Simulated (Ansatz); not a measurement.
# How well the gap of BaTlI3 (cubic perovskite) (Pm-3m) can be computed, part 2 of 3

Aim: a best estimate of the quasiparticle gap of BaTlI3 (cubic perovskite) (Pm-3m), with each correction and its cost laid out.

Ansatz 0.2.0; density functionals, hybrids, G0W0, plane waves, PAW. Known limits of the many-body steps: not at the basis limit; no spin-orbit coupling; coarse k mesh.

So far. Step 5 (PBEsol+SOC): The gap stands −0.74 eV against PBEsol. Step 6 (r2SCAN): The gap stands +0.44 eV against PBEsol.

The structure was built from a prototype and need not be the compound's stable phase.

In doubt: masses and optical values from hybrid runs of this build are listed as unsure (step 13), which bears on the screening that GW takes from such a start.

## 7. HSE06

The screened hybrid is the usual rung above semilocal functionals: a quarter of exact exchange, cut off beyond a few ångström.

This step: DFT, HSE06, plane waves, PAW.

The input, input.yaml:

```yaml
crystal:
  lattice:
    - [6.5717449587, 0.0, 0.0]
    - [0.0, 6.5717449587, 0.0]
    - [0.0, 0.0, 6.5717449587]
  atoms:
    - { symbol: Tl, position: [0.0, 0.0, 0.0] }
    - { symbol: Ba, position: [0.5, 0.5, 0.5] }
    - { symbol: I, position: [0.5, 0.5, 0.0] }
    - { symbol: I, position: [0.5, 0.0, 0.5] }
    - { symbol: I, position: [0.0, 0.5, 0.5] }
kpoints:
  mp_grid: { grid: [2, 2, 2] }
  band_path:
    path: [[0.0, 0.0, 0.0], [0.0, 0.5, 0.0], [0.5, 0.5, 0.0], [0.5, 0.5, 0.5]]
    npoints: 1
hamiltonian:
  xc: hse06
scf:
  occupations: { method: fixed }
  n_extra_bands: 5
output:
  eigenvalues: true
```

Command:

```
$ ansatz run input.yaml --threads 4 --pin off --max-ram 17510MiB --backend cpu --events-out ev --progress --plain --runs-dir out
```

Numbers of over 12 decimals in the logs are rounded to 6 here.

The log of the run:

```text
[...]
davidson cushion auto → on  (no smearing: the cushion is to keep the highest requested band from converging to the state above it; pin scf.eigensolver.cushion to override)
Crystal: 5 atoms, lattice volume = 283.819 Å³
Basis set: ecut = 420 eV, 5497 PW (Γ)
Bands: 42, of which v1, the nominal top of the filled ones, is band 37 counted from 1 (36 counted from 0)
Symmetry: 48 space group operations
[...]
k-points: 4 of 8
[...]
E sigma→0 (E₀):  -39960.904894 eV
Fermi energy:    1.726290 eV
[...]
--- Band table (eV) ---
  k-point 0: bands = [... 33 lower, 1.2341, 1.5011, 1.5011, 1.5011, 6.0297, 6.0297, 6.0297, 6.7267, ... 1 higher]
  k-point 1: bands = [... 33 lower, 1.0280, 1.1505, 1.4492, 1.4492, 5.0753, 5.7225, 5.7225, 6.8203, ... 1 higher]
  k-point 2: bands = [... 33 lower, 0.9553, 0.9553, 1.1463, 1.7221, 5.3996, 5.6095, 5.6095, 8.0372, ... 1 higher]
  k-point 3: bands = [... 33 lower, 0.2450, 1.7263, 1.7263, 1.7263, 5.9790, 5.9790, 5.9790, 8.5636, ... 1 higher]
[key lines of the parts left out:]
Free energy (F): -39960.904894 eV
```

Wall time 29 s (4 threads of Arm Neoverse V2, shared host); peak memory 2.2 GiB; 1.8 min of CPU time.

This step gave:

```yaml
gap: 3.349 eV
valence_top_at: R
conduction_bottom_at: X
least_direct_gap: 3.626 eV
```

The gap stands +0.93 eV against PBEsol.

## 8. PBE0

PBE0 keeps its quarter of exact exchange at all distances, which suits crystals with ε∞ near 4 best.

This step: DFT, PBE0, plane waves, PAW.

input.yaml, as its differences from that of step 7:

```diff
@@ -17,3 +17,3 @@
 hamiltonian:
-  xc: hse06
+  xc: pbe0
 scf:
```

The log of the run:

```text
[...]
Crystal: 5 atoms, lattice volume = 283.819 Å³
Basis set: ecut = 420 eV, 5497 PW (Γ)
Bands: 42, of which v1, the nominal top of the filled ones, is band 37 counted from 1 (36 counted from 0)
Symmetry: 48 space group operations
[...]
k-points: 4 of 8
[...]
SCF iter   1: F=—  HF=-39938.081867 eV  |F-HF|=—  |Δ(HF+E_count)|=         —  Δρ=1.08e-3  dr2=1.10e-2  ethr=1.77e-3  ⟨swp⟩=11.8  Hψ=718  notcnv=0
[...]
E sigma→0 (E₀):  -39954.215590 eV
Fermi energy:    1.358286 eV
[...]
--- Band table (eV) ---
  k-point 0: bands = [... 33 lower, 0.8540, 1.1297, 1.1297, 1.1297, 6.3971, 6.3971, 6.3971, 7.0731, ... 1 higher]
  k-point 1: bands = [... 33 lower, 0.6437, 0.7677, 1.0764, 1.0764, 5.4152, 6.0805, 6.0805, 7.1690, ... 1 higher]
  k-point 2: bands = [... 33 lower, 0.5678, 0.5678, 0.7665, 1.3528, 5.7496, 5.9640, 5.9640, 8.4041, ... 1 higher]
  k-point 3: bands = [... 33 lower, -0.1393, 1.3583, 1.3583, 1.3583, 6.3451, 6.3451, 6.3451, 8.9009, ... 1 higher]
[key lines of the parts left out:]
Free energy (F): -39954.215590 eV
```

Run time: 29 s. Hardware: 4 threads; peak memory 2.2 GiB.

This step gave:

| Item | Value |
| --- | --- |
| gap | 4.057 eV |
| valence top at | R |
| conduction bottom at | X |
| least direct gap | 4.339 eV |

The gap stands +1.63 eV against PBEsol.

## 9. Dielectric tensor

ε∞ sets how strongly the crystal screens. Perturbation theory gives it with local fields and without a sum over empty bands.

This step: dielectric response by perturbation theory, PBEsol, plane waves, PAW.

input.yaml, as its differences from that of step 8:

```diff
@@ -12,12 +12,7 @@
 kpoints:
-  mp_grid: { grid: [2, 2, 2] }
-  band_path:
-    path: [[0.0, 0.0, 0.0], [0.0, 0.5, 0.0], [0.5, 0.5, 0.0], [0.5, 0.5, 0.5]]
-    npoints: 1
+  mp_grid: { grid: [4, 4, 4] }
 hamiltonian:
-  xc: pbe0
+  xc: pbesol
 scf:
   occupations: { method: fixed }
-  n_extra_bands: 5
-output:
-  eigenvalues: true
+dielectric: {}
```

The log of the run:

```text
[...]
Crystal: 5 atoms, lattice volume = 283.819 Å³
Basis set: ecut = 420 eV, 5497 PW (Γ), exchange–correlation on 90×90×90 points (8 copies of the dense FFT grid, shifted against one another)
Bands: 45, of which v1, the nominal top of the filled ones, is band 37 counted from 1 (36 counted from 0)
Symmetry: 48 space group operations
k-points: 18 of 64 (irreducible under 8 space group operations, time reversal used)
[...]
SCF iter   1: F=—  HF=-39460.419710 eV  |F-HF|=—  |Δ(HF+E_count)|=         —  Δρ=1.63e-3  dr2=1.55e-2  ethr=1.77e-3  ⟨swp⟩=5.1  Hψ=3025  notcnv=0  defer=90
[...]
SCF iter   9: F=-39460.411182 eV  HF=-39460.411182 eV  |F-HF|=5.09e-11  |Δ(HF+E_count)|=  5.24e-10  Δρ=4.79e-8  dr2=1.72e-11  ethr=1.00e-12  ⟨swp⟩=15.9  Hψ=4443  notcnv=0
SCF 1 converged in 9 iterations: F = -39460.411182 eV  dr2 = 1.72e-11
[...]
DFPT response loops at Γ: preconditioner auto → none (the input reference at scf.mixing.eps_inf says where Resta's filter doesn't serve); β = 0.50; Broyden in place of MSR1
── the response to a field inside a basis, on 6×6×6 k-points: an SCF that follows is theirs, and a resumed run solves both again ──
Bands: 38, of which v1, the nominal top of the filled ones, is band 37 counted from 1 (36 counted from 0)
k-points: 10 of 216
[...]
Eigensolver: Dense (10 Hₖ)
[...]
SCF 1 converged in 4 iterations: F = -39460.303608 eV  dr2 = 3.47e-8
[...]
SCF converged after 9 iterations
Free energy (F): -39460.411182 eV
[...]
Internal energy: -39460.411182 eV  (E = F + TS)
E sigma→0 (E₀):  -39460.411182 eV
Fermi energy:    2.262498 eV
[...]
--- Band table (eV; the first three rows and the last of 18) ---
  k-point 0: bands = [... 33 lower, 1.8043, 2.0659, 2.0659, 2.0659, 5.5815, 5.5815, 5.5815, 6.2263, ... 4 higher]
  k-point 1: bands = [... 33 lower, 1.6975, 1.7611, 2.0292, 2.0292, 5.0477, 5.4285, 5.4285, 6.2651, ... 4 higher]
  k-point 2: bands = [... 33 lower, 1.5889, 1.7196, 2.0195, 2.0195, 4.6847, 5.3027, 5.3027, 6.3065, ... 4 higher]
  k-point 17: bands = [... 33 lower, 0.8714, 2.2625, 2.2625, 2.2625, 5.5383, 5.5383, 5.5383, 8.0440, ... 4 higher]
--- Dielectric response (ions clamped): 3 representative field directions + reference, inside a basis on a mesh of 216 k-points (Σ response iterations 18) ---
  ε∞ (high-frequency dielectric tensor):
        3.631542     0.000000     0.000000
        0.000000     3.631542     0.000000
        0.000000     0.000000     3.631542
  Born effective charges Z* (e; rows j = field, columns β = displacement):
    site 0:
         1.76920   -0.00000   -0.00000
        -0.00000    1.76920   -0.00000
        -0.00000    0.00000    1.76920
    site 1:
         2.60638    0.00000   -0.00000
         0.00000    2.60638    0.00000
[...]
site 2:
[...]
site 3:
[...]
-0.00000    0.00000   -1.05209
    site 4:
        -2.27140   -0.00000    0.00000
        -0.00000   -1.05209   -0.00000
        -0.00000    0.00000   -1.05209
  Z* charge neutrality: 4.657e-4 e pre-enforcement
  solved inside a basis spanned on kpoints, on 6×6×6 k-points, its susceptibility summed on 8×8×8: ε∞ is read to err by 1.3e-2, Z* by 2.2e-2 e (field_mesh: kpoints solves on kpoints); Z* is corrected for what the basis lacks
```

Wall time 40 s (4 threads); peak memory 1.5 GiB; 2.5 min of CPU time.

Numbers from this step:

| Item | Value |
| --- | --- |
| stated error of ε∞ | 0.013 |

One over ε∞ averages 0.28, near the quarter of exact exchange in PBE0.

High-frequency dielectric tensor:

```
3.63 0.00 0.00
0.00 3.63 0.00
0.00 0.00 3.63
```

## 10. G0W0, 2×2×2 mesh, 139 empty bands, screening to 36 eV

G0W0 replaces the xc potential by the self-energy, built once from these orbitals. Only a window of levels is corrected, while the sums run over the empty bands that the input names.

This step: G0W0 on PBEsol, plane waves, PAW.

input.yaml, the sections that differ from step 9:

```yaml
kpoints:
  mp_grid: { grid: [2, 2, 2] }
gw:
  n_empty_bands: 139
  ecut_chi: 36
  qp_bands: [v2, c2]
  qp_kpoints: band_edges
  screening: { model: contour_deformation }
# crystal, hamiltonian, scf: as in step 9
# dielectric: removed
```

The log of the run:

```text
[...]
Crystal: 5 atoms, lattice volume = 283.819 Å³
Basis set: ecut = 420 eV, 5497 PW (Γ)
Bands: 45, of which v1, the nominal top of the filled ones, is band 37 counted from 1 (36 counted from 0)
Symmetry: 48 space group operations
[...]
k-points: 4 of 8
[...]
1    39      5.3098    -5.2606    -2.9364    -9.1753  0.7768     6.3232     6.2882  root
[...]
3    36      2.2774   -17.1958     2.3764   -14.2342  0.7597     1.6828     1.6922  root
     3    37      2.2774   -17.1958     2.3764   -14.2342  0.7597     1.6828     1.6922  root
     3    38      5.5453    -5.7356    -3.0200    -9.7851  0.7682     6.6199     6.5749  root
     3    39      5.5453    -5.7356    -3.0200    -9.7851  0.7682     6.6199     6.5749  root
[key lines of the parts left out:]
SCF converged after 7 iterations
Free energy (F): -39460.257271 eV
Fermi energy:    2.277357 eV
```

Wall time 8 s (4 threads); peak memory 0.95 GiB.

This step gave:

- bands summed: 176
- RPA ε∞ on this mesh (eigenvalues): 3.730, 3.730, 3.730
- plane waves in the screening matrix: 147
- G0W0 gap on the mesh: 3.815 eV
- k of the valence top: -0.5, -0.5, -0.5
- k of the conduction bottom: 0, 0, -0.5
- starting gap on the mesh: 2.414 eV
- least direct G0W0 gap on the computed points: 4.060 eV

The gap on the mesh goes from 2.41 eV to 3.82 eV, a correction of +1.40 eV. Between the two edge states, bare exchange in place of the xc potential would open the gap by 6.58 eV, and correlation takes back 5.18 eV.

## 11. G0W0, 2×2×2 mesh, 393 empty bands, screening to 72 eV

Another rung: the empty bands reach about as high as the screening cutoff, so the two stay in balance.

input.yaml, as its differences from that of step 10:

```diff
@@ -18,4 +18,4 @@
 gw:
-  n_empty_bands: 139
-  ecut_chi: 36
+  n_empty_bands: 393
+  ecut_chi: 72
   qp_bands: [v2, c2]
```

The log of the run:

```text
[...]
Crystal: 5 atoms, lattice volume = 283.819 Å³
Basis set: ecut = 420 eV, 5497 PW (Γ)
Bands: 45, of which v1, the nominal top of the filled ones, is band 37 counted from 1 (36 counted from 0)
Symmetry: 48 space group operations
[...]
k-points: 4 of 8
[...]
1    39      5.3098    -5.2606    -3.1514    -9.1753  0.7750     6.0932     6.0732  root
[...]
3    36      2.2774   -17.1958     2.0448   -14.2342  0.7524     1.3355     1.3605  root
     3    37      2.2774   -17.1958     2.0448   -14.2342  0.7524     1.3355     1.3605  root
     3    38      5.5453    -5.7356    -3.2503    -9.7851  0.7660     6.3697     6.3445  root
     3    39      5.5453    -5.7356    -3.2503    -9.7851  0.7660     6.3697     6.3445  root
[key lines of the parts left out:]
SCF converged after 7 iterations
Free energy (F): -39460.257271 eV
Fermi energy:    2.277357 eV
```

Elapsed: 31 s, on 4 threads; peak memory 2.2 GiB; 2 min of CPU time.

Numbers from this step:

* bands summed: 430
* RPA ε∞ on this mesh (eigenvalues): 3.711, 3.711, 3.711
* plane waves in the screening matrix: 389
* G0W0 gap on the mesh: 3.971 eV
* k of the valence top: -0.5, -0.5, -0.5
* k of the conduction bottom: 0, 0, -0.5
* starting gap on the mesh: 2.414 eV
* least direct G0W0 gap on the computed points: 4.223 eV

Against the run with 2×2×2 mesh, 139 empty bands, screening to 36 eV, the gap moves by +0.16 eV.

## 12. G0W0, 2×2×2 mesh, 847 empty bands, screening to 120 eV

input.yaml, as its differences from that of step 11:

```diff
@@ -18,4 +18,4 @@
 gw:
-  n_empty_bands: 393
-  ecut_chi: 72
+  n_empty_bands: 847
+  ecut_chi: 120.0
   qp_bands: [v2, c2]
```

The log of the run:

```text
[...]
Crystal: 5 atoms, lattice volume = 283.819 Å³
Basis set: ecut = 420 eV, 5497 PW (Γ)
Bands: 45, of which v1, the nominal top of the filled ones, is band 37 counted from 1 (36 counted from 0)
Symmetry: 48 space group operations
[...]
k-points: 4 of 8
[...]
SCF iter   1: F=—  HF=-39460.263255 eV  |F-HF|=—  |Δ(HF+E_count)|=         —  Δρ=1.56e-3  dr2=1.19e-2  ethr=1.77e-3  ⟨swp⟩=4.8  Hψ=655  notcnv=0  defer=20
[...]
SCF iter   7: F=-39460.257271 eV  HF=-39460.257271 eV  |F-HF|=6.01e-9  |Δ(HF+E_count)|=   2.84e-7  Δρ=9.28e-7  dr2=2.57e-9  ethr=1.35e-10  ⟨swp⟩=14.2  Hψ=925  notcnv=0
SCF 1 converged in 7 iterations: F = -39460.257271 eV  dr2 = 2.57e-9
[...]
G₀W₀ screening: q 1/4
[... further progress lines ...]
SCF converged after 7 iterations
Free energy (F): -39460.257271 eV
[...]
Internal energy: -39460.257271 eV  (E = F + TS)
E sigma→0 (E₀):  -39460.257271 eV
Fermi energy:    2.277357 eV
[...]
--- Band table (eV) ---
  k-point 0: bands = [... 33 lower, 1.8178, 2.0754, 2.0754, 2.0754, 5.5890, 5.5890, 5.5890, 6.2081, ... 4 higher]
  k-point 1: bands = [... 33 lower, 1.6012, 1.7328, 2.0296, 2.0296, 4.6913, 5.3098, 5.3098, 6.2870, ... 4 higher]
  k-point 2: bands = [... 33 lower, 1.5355, 1.5355, 1.7567, 2.2737, 5.0014, 5.2151, 5.2151, 7.4278, ... 4 higher]
  k-point 3: bands = [... 33 lower, 0.8741, 2.2774, 2.2774, 2.2774, 5.5453, 5.5453, 5.5453, 8.0434, ... 4 higher]
[...]
0    36      2.0754   -17.6841     1.8261   -14.7110  0.7555     0.8878     0.9285  root
     0    37      2.0754   -17.6841     1.8261   -14.7110  0.7555     0.8878     0.9285  root
     0    38      5.5890    -5.6493    -3.4071    -9.7413  0.7627     6.2926     6.2739  root
     0    39      5.5890    -5.6493    -3.4071    -9.7413  0.7627     6.2926     6.2739  root
     1    36      2.0296   -17.5957     1.8639   -14.5748  0.7532     0.8297     0.8726  root
     1    37      2.0296   -17.5957     1.8639   -14.5748  0.7532     0.8297     0.8726  root
     1    38      4.6913    -4.4605    -3.0788    -8.0822  0.7940     5.2417     5.2342  root
     1    39      5.3098    -5.2606    -3.2683    -9.1753  0.7743     5.9702     5.9562  root
     2    36      1.7567   -17.9002     1.9281   -14.7994  0.7550     0.5398     0.5840  root
     2    37      2.2737   -17.1957     1.8224   -14.2248  0.7503     1.0831     1.1252  root
     2    38      5.0014    -4.5298    -3.1813    -8.3309  0.7848     5.6324     5.6211  root
     2    39      5.2151    -5.6530    -3.1875    -9.4413  0.7776     5.8271     5.8160  root
     3    36      2.2774   -17.1958     1.8143   -14.2342  0.7504     1.0882     1.1301  root
     3    37      2.2774   -17.1958     1.8143   -14.2342  0.7504     1.0882     1.1301  root
     3    38      5.5453    -5.7356    -3.3809    -9.7851  0.7651     6.2309     6.2139  root
     3    39      5.5453    -5.7356    -3.3809    -9.7851  0.7651     6.2309     6.2139  root
```

Elapsed: 2.3 min, on 4 threads; peak memory 5.6 GiB.

Numbers from this step:

```
bands summed                                 : 884
RPA ε∞ on this mesh (eigenvalues)            : 3.708, 3.708, 3.708
plane waves in the screening matrix          : 847
q-points in the mesh                         : 8
G0W0 gap on the mesh                         : 4.104 eV
k of the valence top                         : -0.5, -0.5, -0.5
k of the conduction bottom                   : 0, 0, -0.5
starting gap on the mesh                     : 2.414 eV
Z at the valence top                         : 0.7504
Z at the conduction bottom                   : 0.7940
least direct G0W0 gap on the computed points : 4.362 eV
```

Against the run with 2×2×2 mesh, 393 empty bands, screening to 72 eV, the gap moves by +0.13 eV.

Limits: finite bands, cutoff and mesh; no spin-orbit coupling; coarse k mesh. v1 is the top filled band, c1 the lowest empty one. Levels before and after the correction, in eV, zero at the valence-band top of each column:

```
           conduction bottom  valence top
Kohn-Sham               2.41         0.00
     G0W0               4.10         0.00
```

```
                            level  occupation  energy (eV)
Kohn-Sham        (0 0 -0.5) v2-v1           2       -0.248
Kohn-Sham           (0 0 -0.5) c1           0        2.414
Kohn-Sham           (0 0 -0.5) c2           0        3.032
Kohn-Sham  (-0.5 -0.5 -0.5) v2-v1           2        0.000
Kohn-Sham  (-0.5 -0.5 -0.5) c1-c2           0        3.268
     G0W0        (0 0 -0.5) v2-v1           2       -0.257
     G0W0           (0 0 -0.5) c1           0        4.104
     G0W0           (0 0 -0.5) c2           0        4.826
     G0W0  (-0.5 -0.5 -0.5) v2-v1           2        0.000
     G0W0  (-0.5 -0.5 -0.5) c1-c2           0        5.084
```

How the two edges are built up, in eV (the quasiparticle level is the starting level plus Σx plus Σc less Vxc):

```
      run               edge  start      Σx     Σc     Vxc     Z    QP
176 bands        valence top   2.28  -17.20   2.38  -14.23  0.76  1.69
176 bands  conduction bottom   4.69   -4.46  -2.81   -8.08  0.80  5.51
430 bands        valence top   2.28  -17.20   2.04  -14.23  0.75  1.36
430 bands  conduction bottom   4.69   -4.46  -2.98   -8.08  0.79  5.33
884 bands        valence top   2.28  -17.20   1.81  -14.23  0.75  1.13
884 bands  conduction bottom   4.69   -4.46  -3.08   -8.08  0.79  5.23
```

## 13. G0W0@HSE06, 2×2×2 mesh, 847 empty bands, screening to 120 eV

The same correction from a different start measures what one shot leaves open.

This step: G0W0 on HSE06, plane waves, PAW.

input.yaml, as its differences from that of step 12:

```diff
@@ -14,3 +14,3 @@
 hamiltonian:
-  xc: pbesol
+  xc: hse06
 scf:
```

The log of the run:

```text
[...]
Crystal: 5 atoms, lattice volume = 283.819 Å³
Basis set: ecut = 420 eV, 5497 PW (Γ)
Bands: 45, of which v1, the nominal top of the filled ones, is band 37 counted from 1 (36 counted from 0)
Symmetry: 48 space group operations
[...]
k-points: 4 of 8
[...]
SCF iter   1: F=—  HF=-39938.082229 eV  |F-HF|=—  |Δ(HF+E_count)|=         —  Δρ=1.08e-3  dr2=1.11e-2  ethr=1.77e-3  ⟨swp⟩=14.8  Hψ=843  notcnv=0
[...]
1    38      5.0753    -4.2203    -2.7955    -7.4365  0.8328     5.4987     5.4960  root
     1    39      5.7225    -4.9296    -2.9290    -8.3880  0.8201     6.2573     6.2519  root
[...]
3    36      1.7263   -17.2113     1.4828   -14.8306  0.7920     0.8138     0.8285  root
     3    37      1.7263   -17.2113     1.4828   -14.8306  0.7920     0.8138     0.8285  root
     3    38      5.9790    -5.3970    -3.0158    -8.9630  0.8138     6.5355     6.5292  root
     3    39      5.9790    -5.3970    -3.0158    -8.9630  0.8138     6.5355     6.5292  root
[key lines of the parts left out:]
Free energy (F): -39960.904894 eV
Fermi energy:    1.726294 eV
```

The job ended after 10 min (4 threads; peak memory 4 GiB).

This step gave:

- bands summed: 884
- RPA ε∞ on this mesh (eigenvalues): 2.976, 2.976, 2.976
- plane waves in the screening matrix: 847
- G0W0 gap on the mesh: 4.668 eV
- k of the valence top: -0.5, -0.5, -0.5
- k of the conduction bottom: 0, 0, -0.5
- starting gap on the mesh: 3.349 eV
- least direct G0W0 gap on the computed points: 4.940 eV

Against the run with 2×2×2 mesh, 847 empty bands, screening to 120 eV on PBEsol, the gap moves by +0.56 eV, while the start moved by +0.94 eV.

[end of part 2 of 3]

[Paths, hosts, dates, memory and timing lines, banners, echoed tables and standing remarks are left out of the program output.]

[Logs are printed without paths, hosts, clocks, repeated set-up lines and the standing remarks that a program may print on its own settings, such as how far it seeks lower states.]

[Runs of the session that timed out or met a known fault of the program may be left out.]

[Cells called generated may have been cut or substituted from an entry of the Crystallography Open Database or the Materials Project.]

[Hosts, paths, dates, database ids (printed as entryN), source tags and the programs' standing remarks are cut or masked in the printed files.]
